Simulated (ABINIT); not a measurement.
A GW chain in ABINIT: NiO2 (P-3m1). Symmetry: P-3m1, No. 164, trigonal system. The conventional cell has a = 2.799 Å, b = 2.799 Å, c = 4.618 Å, α = 90.00°, β = 90.00°, γ = 120.00°. Ni has 6 O at 1.88 Å nearest. O has 3 Ni at 1.88 Å nearest. Farther neighbours, and contacts between anions beyond the nearest, are not listed. The calculation used RPA screening on LDA, plane waves, norm-conserving pseudopotentials (and 2 further levels or steps) in ABINIT 10.8.3, with cutoff 45 Ha, PseudoDojo scalar-relativistic 0.4.1 standard, norm-conserving, ngkpt (3, 3, 2), nband 27, ecuteps 3.2 Ha, inclvkb 2, shiftk (0, 0, 0), symchi 1, awtr 1, frequency ppm, 3×3×2 k-mesh. The LDA gap is 0.87 eV, indirect and the G0W0 gap on the mesh is 2.12 eV. The G0W0 gap over the zone (rigid shift) is 1.87 eV, the GW settings are 3×3×2 mesh, 27 bands, screening to 87.1 eV, Godby-Needs plasmon pole and the known limits are short of the basis limit; no spin polarisation; d states lean on the start; coarse k mesh. It took 5 runs, 82 s in all on 4 MPI ranks of Arm Neoverse N1, shared host. G0W0 moves the gap on the mesh from 1.12 eV to 2.12 eV (+1.00 eV), with Z of 0.70 and 0.72 at the edges. The mesh misses the band edges by 0.25 eV in all; a rigid shift gives 1.87 eV for the zone. This run has no spin polarisation, although Ni can carry a moment. The program's warnings: nkpt*nsppol () is not a multiple of nproc spkpt (). The cell and positions are those that the Materials Project relaxed with its own functionals (PBE, PBE+U or r2SCAN), kept fixed. Limits: no spin polarisation; d states lean on the start. Local fields lower the RPA ε∞ on this mesh from 11.29 to 9.51; a Γ-centred mesh this coarse tends to raise both, most where the direct gap is narrow, while a short band sum lowers them. The 3×3×2 mesh is coarse for this cell, which bears on the long-range parts of exchange and screening. The runs have no spin polarisation. For a closed low-spin shell that is the natural state; where a d or f shell is open it is a constraint, and the gap is then not the crystal's own.

[Paths, hosts, dates, memory and timing lines, banners, echoed tables and standing remarks are left out of the program output; an Ansatz launch command may be rebuilt from the run's recorded settings. Measured values are a selection of at most five: reports struck by readers or far from the other reports are left out. None is set beside runs whose start may be inverted or whose files or cutoffs have a known fault.]

[Runs of the session that timed out or met a known fault of the program may be left out.]

[Hosts, paths, dates, database ids (printed as entryN), source tags and the programs' standing remarks are cut or masked in the printed files.]

[G0W0 gaps are taken among the corrected bands and points alone; a level outside them can change the order at an edge.]

[Where Ansatz stands beside ABINIT at settings called matched, ABINIT's density can come from a denser mesh and the files from another edition; pairs whose starting gaps differed by over 0.03 eV were left out, so agreement reads better than it is.]
